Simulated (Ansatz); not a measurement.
**Phonons of TiRe (Pm-3m) against volume**

Does TiRe (Pm-3m) expand much on heating, by its phonons?

Program: Ansatz 0.2.0. Level of theory: DFT PBEsol, scalar-relativistic, plane waves, PAW; PAW set soft_1. Values are calculated unless marked as measured.

## 1. The starting structure

The structure is cubic, space group Pm-3m (No. 221). Conventional cell: a = 3.083 Å, b = 3.083 Å, c = 3.083 Å, α = 90.00°, β = 90.00°, γ = 90.00°. Nearest to Ti lie 8 Re at 2.67 Å. Re has 8 Ti at 2.67 Å nearest. Farther neighbours, and contacts between anions beyond the nearest, are not listed.

Coordinates:

```cif
data_structure
_symmetry_space_group_name_H-M 'P 1'
_symmetry_Int_Tables_number 1
_cell_length_a 3.0830
_cell_length_b 3.0830
_cell_length_c 3.0830
_cell_angle_alpha 90.000
_cell_angle_beta 90.000
_cell_angle_gamma 90.000
_cell_volume 29.30
loop_
_atom_site_label
_atom_site_type_symbol
_atom_site_fract_x
_atom_site_fract_y
_atom_site_fract_z
_atom_site_occupancy
Ti1 Ti 0.50000 0.50000 0.50000 1
Re2 Re 0.00000 0.00000 0.00000 1
```

## 2. Phonons on a q mesh

Stability and thermal properties need the whole zone. Linear response on a 4×4×4 q mesh gives force constants as far as a supercell of that size would.

Contents of input.yaml:

```yaml
crystal:
  lattice:
    - [3.0829925603, 0.0, 0.0]
    - [0.0, 3.0829925603, 0.0]
    - [0.0, 0.0, 3.0829925603]
  atoms:
    - { symbol: Ti, position: [0.5, 0.5, 0.5] }
    - { symbol: Re, position: [0.0, 0.0, 0.0] }
kpoints:
  mp_grid: { grid: [16, 16, 16] }
hamiltonian:
  xc: pbesol
  pseudopotentials: { kind: paw, azcp: { folder: soft_1 }, xc_functional: pbe }
scf:
  occupations: { method: methfessel_paxton, width: 0.2 }
output:
  eigenvalues: true
phonons:
  method: dfpt
  qmesh: [4, 4, 4]
  temperatures: { t_max: 1000, t_step: 50 }
  qpath:
    path:
      - [[0.0, 0.0, 0.0], [0.0, 0.5, 0.0], [0.5, 0.5, 0.0], [0.0, 0.0, 0.0], [0.5, 0.5, 0.5], [0.0, 0.5, 0.0]]
      - [[0.5, 0.5, 0.5], [0.5, 0.5, 0.0]]
    npoints: 10
```

Command:

```console
ansatz run input.yaml --threads 4 --pin off --max-ram 10240MiB --backend cpu --events-out ev --progress --plain --runs-dir out
```

The log of the run:

```text
Engine: ansatz 0.2.0, aarch64-unknown-linux-gnu
Pseudopotentials: kind: paw
Pseudopotential: Ti, paw, valence charge 12, recommended cutoff 420 eV (normal), soft_1/Ti.paw.azcp
Pseudopotential: Re, paw, valence charge 15, recommended cutoff 420 eV (normal), soft_1/Re.paw.azcp
Functional definition: PBEsol
  exchange = pbesol_x
  correlation = pbesol_c
Crystal: 2 atoms, lattice volume = 29.303 Å³
Basis set: ecut = 420 eV, 587 PW (Γ), exchange–correlation on 48×48×48 points (8 copies of the dense FFT grid, shifted against one another)
Bands: 18, of which v1, the nominal top of the filled ones, is band 14 counted from 1 (13 counted from 0)
Symmetry: 48 space group operations
k-points: 165 of 4096
Non-local potential: Ti, projectors of the file, l = 0: 3, l = 1: 2, l = 2: 3, l = 3: 1
Non-local potential: Re, projectors of the file, l = 0: 3, l = 1: 2, l = 2: 2, l = 3: 1
PAW form: soft (Blöchl's): semilocal exchange-correlation on the pseudo side does not see the compensation charge
PAW frozen core: Ti, regenerated for the run's functional, and the local potential with it (the file was generated under x = pbe(κ = 0.804, μ = 0.219515), c = pbe(β = 0.066725))
PAW frozen core: Re, regenerated for the run's functional, and the local potential with it (the file was generated under x = pbe(κ = 0.804, μ = 0.219515), c = pbe(β = 0.066725))
PAW one-centre angular grid: Ti, 590 points (default); XC on 64 Gauss nodes
PAW one-centre angular grid: Re, 590 points (default); XC on 64 Gauss nodes
Initial density: superposition of atomic densities (chi_scale 0.1, normalization cell, long waves kept (reshape's long-wave potential 0.00 eV rms))
Initial wavefunctions: pseudopotential atomic-orbital guess
Functional: x = pbesol(κ = 0.804, μ = 0.123457), c = pbesol(β = 0.046)
SCF iter   1: F=—  HF=-13213.703502 eV  |F-HF|=—  |Δ(HF+E_count)|=         —  Δρ=8.28e-2  dr2=2.88e0  ethr=3.10e-3  ⟨swp⟩=4.0  Hψ=11442  notcnv=0
preconditioner: auto → none  [metal: Δε(μ)=0.010 eV  Ē_g=5.140 eV  σ=0.200 eV  W_gap=0.04  n_scr=6 (ndim 8)  ℏωp=22.8 eV  f_vac=0.000  D(μ)=1.84/eV (n_scr^D=18)  sad-step TF]
SCF iter   2: F=—  HF=-13213.316599 eV  |F-HF|=—  |Δ(HF+E_count)|=   3.87e-1  S|Δr|=    0.00e0  Δρ=5.70e-2  dr2=1.49e0  ethr=3.10e-3  ⟨swp⟩=2.3  Hψ=5221  notcnv=0  defer=11
SCF iter   3: F=—  HF=-13213.065944 eV  |F-HF|=—  |Δ(HF+E_count)|=   2.51e-1  S|Δr|=    0.00e0  Δρ=5.01e-3  dr2=9.09e-3  ethr=3.10e-3  ⟨swp⟩=2.0  Hψ=4500  notcnv=0  defer=10
SCF iter   4: F=—  HF=-13213.065493 eV  |F-HF|=—  |Δ(HF+E_count)|=   4.51e-4  S|Δr|=    0.00e0  Δρ=1.03e-3  dr2=2.12e-4  ethr=3.37e-5  ⟨swp⟩=2.5  Hψ=5255  notcnv=0  defer=4
SCF iter   5: F=—  HF=-13213.065486 eV  |F-HF|=—  |Δ(HF+E_count)|=   6.56e-6  S|Δr|=    0.00e0  Δρ=1.49e-4  dr2=9.66e-6  ethr=7.86e-7  ⟨swp⟩=2.6  Hψ=4559  notcnv=0  defer=4
SCF iter   6: F=—  HF=-13213.065486 eV  |F-HF|=—  |Δ(HF+E_count)|=   1.87e-7  S|Δr|=    0.00e0  Δρ=1.40e-5  dr2=9.71e-8  ethr=3.58e-8  ⟨swp⟩=2.0  Hψ=3298  notcnv=0  defer=4
SCF iter   7: F=—  HF=-13213.065488 eV  |F-HF|=—  |Δ(HF+E_count)|=   2.13e-6  S|Δr|=    0.00e0  Δρ=1.51e-6  dr2=7.43e-10  ethr=3.60e-10  ⟨swp⟩=2.1  Hψ=3788  notcnv=0  defer=2
SCF iter   8: F=-13213.065488 eV  HF=-13213.065488 eV  |F-HF|=7.28e-12  |Δ(HF+E_count)|=  1.07e-10  S|Δr|=    0.00e0  Δρ=1.47e-7  dr2=5.04e-12  ethr=1.00e-12  ⟨swp⟩=4.3  Hψ=13502  notcnv=0
SCF 1 converged in 8 iterations: F = -13213.065488 eV  dr2 = 5.04e-12
  greatest PAW one-centre occupation: 0.999 electrons in one spin orbital (limit 2), on the Re atom at site 1 (counted from 0), in its partial waves of l = 0
phonons: the bands overlap, so this run is a metal and interpolates without the dipole-dipole term. If the crystal is really an insulator or semiconductor, its LO-TO splitting is missing
NSCF: frozen V_eff on 165 k-points
NSCF: frozen V_eff on 405 k-points
DFPT response loops at q = (0, 0, 0) (fractional): preconditioner auto → Kerker (q_TF=auto, 2.691 Å⁻¹) (partly filled bands, converged f_vac=0.000); β = 1.00, the filter's whole step (`scf.mixing.beta` (0.50) is not read by the response loops under this deck's `scf.mixing.preconditioner`; to damp them name `kerker` or `kerker_dos`, under which they read `scf.mixing.beta`, and type it under 1.00, their step now; both keys bind the ground state too); Broyden in place of MSR1
NSCF: frozen V_eff on 2592 k-points
DFPT response loops at q = (0, 0, 0.25) (fractional): mixed as the last ones told, above
NSCF: frozen V_eff on 1458 k-points
DFPT response loops at q = (0, 0, -0.5) (fractional): mixed as the last ones told, above
NSCF: frozen V_eff on 4608 k-points
DFPT response loops at q = (0, 0.25, 0.25) (fractional): mixed as the last ones told, above
NSCF: frozen V_eff on 2592 k-points
DFPT response loops at q = (0, 0.25, -0.5) (fractional): mixed as the last ones told, above
NSCF: frozen V_eff on 1458 k-points
DFPT response loops at q = (0, -0.5, -0.5) (fractional): mixed as the last ones told, above
NSCF: frozen V_eff on 4352 k-points
DFPT response loops at q = (0.25, 0.25, 0.25) (fractional): mixed as the last ones told, above
NSCF: frozen V_eff on 4608 k-points
DFPT response loops at q = (0.25, 0.25, -0.5) (fractional): mixed as the last ones told, above
NSCF: frozen V_eff on 2592 k-points
DFPT response loops at q = (0.25, -0.5, -0.5) (fractional): mixed as the last ones told, above
NSCF: frozen V_eff on 810 k-points
DFPT response loops at q = (-0.5, -0.5, -0.5) (fractional): mixed as the last ones told, above
SCF converged after 8 iterations
Stability not checked: this state was not tested for a lower state beside it, because cold or Methfessel-Paxton smearing, or corrected tetrahedra, fill the levels in a way that the test cannot read (fill_not_monotonic; see scf.lower_state_search)
Free energy (F): -13213.065488 eV
Harris-Foulkes:  -13213.065488 eV  (|F-HF|=7.28e-12)
Internal energy: -13213.068136 eV  (E = F + TS)
E sigma→0 (E₀):  -13213.066150 eV
Entropy (-TS):   0.002648 eV (1.324 meV/atom)
Fermi energy:    19.434266 eV
--- Per-component energies (eV) ---
  E_band       = -208.381910
  E_kinetic    = 806.593284
  E_local      = -1568.375764  (includes V_loc(G=0)·N_el)
  E_nonlocal   = 145.972317
  E_hartree    = 586.058494
  E_xc         = -470.554849
  E_vxc        = -436.516475  (∫ρ·V_xc dr)
  E_paw        = -9593.920421  (= ΣΔE_a)
  E_vpaw       = -328.172278  (= ΣTr[D̂ρ^β])
  E_aug_tail   = -0.000018  (compensation charges beyond the density's cutoff)
  E_ewald      = -3119.213890
  E_core_change = 0.372711  (= ΣΔE_core)
  E_smearing   = 0.002648  (= −TS)
  E_closure    = 0.000000  (closes the sum)
  Σ components = -13213.065488   (vs F -13213.065488, Δ=0.00e0)
--- Band table (eV; the first three rows and the last of 165) ---
  k-point 0: bands = [... 10 lower, 15.0657, 19.4175, 19.4175, 19.4175, 22.4602, 22.4602, 24.4450, 24.4450]
  k-point 1: bands = [... 10 lower, 15.1349, 19.4017, 19.4017, 19.4533, 22.3602, 22.4954, 24.2082, 24.2082]
  k-point 2: bands = [... 10 lower, 15.3349, 19.3592, 19.3592, 19.5598, 22.0729, 22.5965, 23.6473, 23.6473]
  k-point 164: bands = [... 10 lower, 16.8509, 18.7736, 18.7736, 18.7736, 22.6759, 22.6759, 23.3833, 23.3833]
--- Phonons (Γ-DFPT): 2 representative perturbations + reference (Σ response iterations 6) ---
  ASR residual: 8.581e-5 → 0.000e0 eV/Å²; symmetrization residual: 4.973e-6 eV/Å²
  ASR residual per site (eV/Å²): 8.58e-5 6.42e-5
  Γ frequencies (cm⁻¹): 0.00 0.00 0.00 278.73 278.73 278.73
--- Phonons (arbitrary-q DFPT): 10 irreducible q on the 4×4×4 mesh ---
  q = [0.0000, 0.0000, 0.0000] (star 1, of the zone-centre solve; hermiticity 9.14e-7, symmetrization 5.58e-13): -0.00 -0.00 0.00 278.73 278.73 278.73
  q = [0.0000, 0.0000, 0.2500] (star 6, 4 solved perturbations in 4032 linear systems a pass and spin channel, the states on 1296 of 4096 k-point pairs; hermiticity 5.95e-7, symmetrization 6.55e-14): 65.47 65.47 127.35 246.22 246.22 302.22
  q = [0.0000, 0.0000, -0.5000] (star 3, 4 solved perturbations in 2268 linear systems a pass and spin channel, the states on 729 of 4096 k-point pairs; hermiticity 5.59e-14, symmetrization 1.41e-13): 116.31 116.31 168.06 193.14 193.14 338.58
  q = [0.0000, 0.2500, 0.2500] (star 12, 4 solved perturbations in 7056 linear systems a pass and spin channel, the states on 2304 of 4096 k-point pairs; hermiticity 8.45e-7, symmetrization 8.42e-14): 100.75 101.71 145.22 242.98 276.60 300.10
  q = [0.0000, 0.2500, -0.5000] (star 12, 6 solved perturbations on 1296 of 4096 k-point pairs; hermiticity 9.60e-7, symmetrization 1.13e-14): 126.74 137.83 145.65 224.02 273.48 327.20
  q = [0.0000, -0.5000, -0.5000] (star 3, 4 solved perturbations in 2268 linear systems a pass and spin channel, the states on 729 of 4096 k-point pairs; hermiticity 4.15e-7, symmetrization 2.58e-14): 135.23 135.23 161.75 255.99 308.69 308.69
  q = [0.2500, 0.2500, 0.2500] (star 8, 2 solved perturbations on 2176 of 4096 k-point pairs; hermiticity 4.36e-7, symmetrization 4.71e-14): 116.93 116.93 140.74 275.86 275.86 284.90
  q = [0.2500, 0.2500, -0.5000] (star 12, 4 solved perturbations in 7056 linear systems a pass and spin channel, the states on 2304 of 4096 k-point pairs; hermiticity 6.62e-7, symmetrization 2.62e-13): 131.95 135.25 142.97 251.91 292.28 316.95
  q = [0.2500, -0.5000, -0.5000] (star 6, 4 solved perturbations in 4032 linear systems a pass and spin channel, the states on 1296 of 4096 k-point pairs; hermiticity 9.28e-7, symmetrization 7.14e-14): 138.90 138.90 141.68 266.79 306.21 306.21
  q = [-0.5000, -0.5000, -0.5000] (star 1, 2 solved perturbations on 405 of 4096 k-point pairs; hermiticity 2.45e-13, symmetrization 2.33e-12): 140.50 140.50 140.50 307.70 307.70 307.70
  sum rule: each row above includes the acoustic sum rule's correction from the zone centre's row sums; it moved no ω² by more than (0.70 cm⁻¹)²
  mesh force constants: q→R imaginary residual 1.76e-18; ASR residual 8.581e-5 → 0.000e0 eV/Å²; symmetrization residual 1.066e-14 eV/Å²
  interpolated dispersion: 62 rows × 6 modes
  density of states and harmonic sums: on the 20×20×20 q-mesh, interpolated from the force constants of a 4×4×4 supercell (no non-analytic term)
  largest difference from the sums on the solved wave vectors: F 1.18e-2 eV, S 1.58e-5 and C_V 4.01e-6 eV/K
  zero-point energy: 0.075031 eV/cell   skipped modes (ω ≤ 0): 3   left out of the sums: 6.25e-5 of the cell's modes: C_V's classical limit lies that fraction below 3 k_B per atom; for a crystal, a wire or a layer, F and S can be off by more, and a phonons.interpolated_qmesh denser along its periods is the remedy for the sampling
```

The job ended after 15 min (4 threads of Arm Neoverse N1, shared host; peak memory 3.1 GiB).

Numbers from this step:

| Item | Value |
| --- | --- |
| volume per atom | 14.65 Å³ |
| gap on the k-mesh | 0 eV |
| sum-rule residual before enforcement | 8.58e-5 eV/Å² |
| lowest frequency on the path | 0 cm⁻¹ |
| point group | m-3m |
| highest frequency on path, mesh or solved points | 338.6 cm⁻¹ |
| mean frequency | 201.7 cm⁻¹ |
| Debye temperature (second moment) | 404 K |
| logarithmic mean frequency | 183.7 cm⁻¹ |
| highest optical mode at the zone centre (no LO-TO term) | 278.7 cm⁻¹ |
| lowest optical zone-centre mode | 278.7 cm⁻¹ |
| lowest mode on the q mesh (acoustic modes at Γ apart) | 65.47 cm⁻¹ |
| zero-point energy per atom | 37.52 meV |
| heat capacity at 300 K | 22.85 J/(mol atoms K) |
| vibrational entropy at 300 K | 29.19 J/(mol atoms K) |
| edges of the widest gap between branches, on path and mesh | 168.1, 193.1 cm⁻¹ |

Frequencies (cm⁻¹) solved at each irreducible wavevector; negative means imaginary. Frequencies by wavevector, by row:

| q in reciprocal lattice units | star | mode 1 | mode 2 | mode 3 | mode 4 | mode 5 | mode 6 |
| --- | --- | --- | --- | --- | --- | --- | --- |
| 0 0 0 | 1 | 0 | 0 | 0 | 278.7 | 278.7 | 278.7 |
| 0 0 0.25 | 6 | 65.5 | 65.5 | 127.3 | 246.2 | 246.2 | 302.2 |
| 0 0 -0.5 | 3 | 116.3 | 116.3 | 168.1 | 193.1 | 193.1 | 338.6 |
| 0 0.25 0.25 | 12 | 100.8 | 101.7 | 145.2 | 243 | 276.6 | 300.1 |
| 0 0.25 -0.5 | 12 | 126.7 | 137.8 | 145.7 | 224 | 273.5 | 327.2 |
| 0 -0.5 -0.5 | 3 | 135.2 | 135.2 | 161.8 | 256 | 308.7 | 308.7 |
| 0.25 0.25 0.25 | 8 | 116.9 | 116.9 | 140.7 | 275.9 | 275.9 | 284.9 |
| 0.25 0.25 -0.5 | 12 | 131.9 | 135.2 | 143 | 251.9 | 292.3 | 316.9 |
| 0.25 -0.5 -0.5 | 6 | 138.9 | 138.9 | 141.7 | 266.8 | 306.2 | 306.2 |
| -0.5 -0.5 -0.5 | 1 | 140.5 | 140.5 | 140.5 | 307.7 | 307.7 | 307.7 |

Symmetry leaves 10 wavevectors to solve. The lowest mode among them, the acoustic zeros apart, lies at q = (0, 0, 0.25) and is real, 65.5 cm⁻¹.

## 3. Relaxing at another volume, volume ratio 0.97

The volume is scaled by 0.97 and held; symmetry leaves nothing to relax, so this is a single point. The modes can then be followed against volume.

input.yaml, the sections that differ from step 2:

```yaml
crystal:
  lattice:
    - [3.051849092, 0.0, 0.0]
    - [0.0, 3.051849092, 0.0]
    - [0.0, 0.0, 3.051849092]
  atoms:
    - { symbol: Ti, position: [0.5, 0.5, 0.5] }
    - { symbol: Re, position: [0.0, 0.0, 0.0] }
output:
  forces: true
  stress: true
  eigenvalues: true
  write_density: true
  write_potential: true
  elf: true
  volumetric_format: npy
# kpoints, hamiltonian, scf: as in step 2
# phonons: removed
```

The log of the run:

```text
[...]
Crystal: 2 atoms, lattice volume = 28.424 Å³
Basis set: ecut = 420 eV, 587 PW (Γ), exchange–correlation on 48×48×48 points (8 copies of the dense FFT grid, shifted against one another)
Bands: 18, of which v1, the nominal top of the filled ones, is band 14 counted from 1 (13 counted from 0)
Symmetry: 48 space group operations
[...]
k-points: 165 of 4096
[...]
--- Band table (eV; the first three rows and the last of 165) ---
  k-point 0: bands = [... 10 lower, 15.5610, 20.1000, 20.1000, 20.1000, 23.2504, 23.2504, 25.3383, 25.3383]
  k-point 1: bands = [... 10 lower, 15.6345, 20.0838, 20.0838, 20.1373, 23.1442, 23.2876, 25.0893, 25.0893]
  k-point 2: bands = [... 10 lower, 15.8474, 20.0399, 20.0399, 20.2479, 22.8399, 23.3947, 24.5018, 24.5018]
  k-point 164: bands = [... 10 lower, 17.4808, 19.4548, 19.4548, 19.4548, 23.5124, 23.5124, 24.2179, 24.2179]
[key lines of the parts left out:]
SCF converged after 7 iterations
Free energy (F): -13213.044241 eV
Fermi energy:    20.149526 eV
P = ⅓ Tr σ = 7.9480 GPa (79.480 kbar)
```

Elapsed: 3.1 s, on 4 threads; peak memory 0.38 GiB; 11 s of CPU time.

Numbers from this step:

```yaml
pressure: 7.948 GPa
volume_per_atom: 14.21 Å³
```

Valence density in the ac plane at fractional y = 0.000, with atoms of Re within 0.2 Å of it. It is the smooth field of the valence electrons, not physical close to the nuclei.

Values in e/Å³, 16 rows by 16 columns:
```
7.0 7.0 6.0 3.9 1.8 0.8 0.4 0.3 0.3 0.3 0.4 0.8 1.8 3.9 6.0 7.0
6.4 6.0 4.8 2.9 1.4 0.6 0.4 0.3 0.3 0.3 0.4 0.6 1.4 2.9 4.8 6.0
4.2 3.9 2.9 1.8 0.9 0.5 0.4 0.3 0.3 0.3 0.4 0.5 0.9 1.8 2.9 3.9
2.0 1.8 1.4 0.9 0.6 0.4 0.3 0.3 0.3 0.3 0.3 0.4 0.6 0.9 1.4 1.8
0.8 0.8 0.6 0.5 0.4 0.3 0.3 0.3 0.2 0.3 0.3 0.3 0.4 0.5 0.6 0.8
0.4 0.4 0.4 0.4 0.3 0.3 0.3 0.2 0.2 0.2 0.3 0.3 0.3 0.4 0.4 0.4
0.3 0.3 0.3 0.3 0.3 0.3 0.2 0.2 0.2 0.2 0.2 0.3 0.3 0.3 0.3 0.3
0.3 0.3 0.3 0.3 0.3 0.2 0.2 0.2 0.2 0.2 0.2 0.2 0.3 0.3 0.3 0.3
0.3 0.3 0.3 0.3 0.3 0.3 0.2 0.2 0.2 0.2 0.2 0.3 0.3 0.3 0.3 0.3
0.4 0.4 0.4 0.4 0.3 0.3 0.3 0.2 0.2 0.2 0.3 0.3 0.3 0.4 0.4 0.4
0.8 0.8 0.6 0.5 0.4 0.3 0.3 0.3 0.2 0.3 0.3 0.3 0.4 0.5 0.6 0.8
2.0 1.8 1.4 0.9 0.6 0.4 0.3 0.3 0.3 0.3 0.3 0.4 0.6 0.9 1.4 1.8
4.2 3.9 2.9 1.8 0.9 0.5 0.4 0.3 0.3 0.3 0.4 0.5 0.9 1.8 2.9 3.9
6.4 6.0 4.8 2.9 1.4 0.6 0.4 0.3 0.3 0.3 0.4 0.6 1.4 2.9 4.8 6.0
7.0 7.0 6.0 3.9 1.8 0.8 0.4 0.3 0.3 0.3 0.4 0.8 1.8 3.9 6.0 7.0
6.9 7.0 6.4 4.2 2.0 0.8 0.4 0.3 0.3 0.3 0.4 0.8 2.0 4.2 6.4 7.0
```
Columns run along a (3.1 Å), rows up along c (3.1 Å). Atoms in or near the plane, at fractional coordinates: Re at (0.00, 0.00).

Electrostatic potential energy in the ac plane at fractional y = 0.000, with atoms of Re within 0.2 Å of it. With pseudopotentials it is smooth inside the atoms' cores, unlike the true potential.

Ten even steps from '0' (-59 eV) to '9' (22 eV):
```
0002579999975200
0023689999986320
2235789999987532
4567899999998765
7788999999999887
9999999999999999
9999999999999999
9999999999999999
9999999999999999
9999999999999999
7788999999999887
4567899999998765
2235789999987532
0023689999986320
0002579999975200
0002479999974200
```
Columns run along a (3.1 Å; values clipped at the 3rd and 97th percentile), rows up along c (3.1 Å). Atoms in or near the plane, at fractional coordinates: Re at (0.00, 0.00).

ELF in the ac plane at fractional y = 0.000, with atoms of Re within 0.2 Å of it. It is the smooth field of the valence electrons, not physical close to the nuclei.

Values, 16 rows by 16 columns:
```
0.50 0.60 0.71 0.67 0.45 0.23 0.22 0.37 0.46 0.37 0.22 0.23 0.45 0.67 0.71 0.60
0.68 0.71 0.72 0.63 0.40 0.24 0.27 0.41 0.48 0.41 0.27 0.24 0.40 0.63 0.72 0.71
0.67 0.67 0.63 0.50 0.33 0.27 0.34 0.45 0.50 0.45 0.34 0.27 0.33 0.50 0.63 0.67
0.46 0.45 0.40 0.33 0.29 0.32 0.40 0.46 0.49 0.46 0.40 0.32 0.29 0.33 0.40 0.45
0.22 0.23 0.24 0.27 0.32 0.38 0.42 0.44 0.44 0.44 0.42 0.38 0.32 0.27 0.24 0.23
0.21 0.22 0.27 0.34 0.40 0.42 0.41 0.38 0.36 0.38 0.41 0.42 0.40 0.34 0.27 0.22
0.35 0.37 0.41 0.45 0.46 0.44 0.38 0.32 0.29 0.32 0.38 0.44 0.46 0.45 0.41 0.37
0.45 0.46 0.48 0.50 0.49 0.44 0.36 0.29 0.26 0.29 0.36 0.44 0.49 0.50 0.48 0.46
0.35 0.37 0.41 0.45 0.46 0.44 0.38 0.32 0.29 0.32 0.38 0.44 0.46 0.45 0.41 0.37
0.21 0.22 0.27 0.34 0.40 0.42 0.41 0.38 0.36 0.38 0.41 0.42 0.40 0.34 0.27 0.22
0.22 0.23 0.24 0.27 0.32 0.38 0.42 0.44 0.44 0.44 0.42 0.38 0.32 0.27 0.24 0.23
0.46 0.45 0.40 0.33 0.29 0.32 0.40 0.46 0.49 0.46 0.40 0.32 0.29 0.33 0.40 0.45
0.67 0.67 0.63 0.50 0.33 0.27 0.34 0.45 0.50 0.45 0.34 0.27 0.33 0.50 0.63 0.67
0.68 0.71 0.72 0.63 0.40 0.24 0.27 0.41 0.48 0.41 0.27 0.24 0.40 0.63 0.72 0.71
0.50 0.60 0.71 0.67 0.45 0.23 0.22 0.37 0.46 0.37 0.22 0.23 0.45 0.67 0.71 0.60
0.36 0.50 0.68 0.67 0.46 0.22 0.21 0.35 0.45 0.35 0.21 0.22 0.46 0.67 0.68 0.50
```
Columns run along a (3.1 Å), rows up along c (3.1 Å). Atoms in or near the plane, at fractional coordinates: Re at (0.00, 0.00).

(Part 1 of 2 ends here.)

[Long decimals in the printed logs are rounded to 6 places.]

[Logs are printed without paths, hosts, clocks, repeated set-up lines and the standing remarks that a program may print on its own settings, such as how far it seeks lower states.]

[Hosts, paths, dates, database ids (printed as entryN), source tags and the programs' standing remarks are cut or masked in the printed files.]

[Where the starting crystal was built by hand or by swapping elements, it need not be the compound's stable phase.]
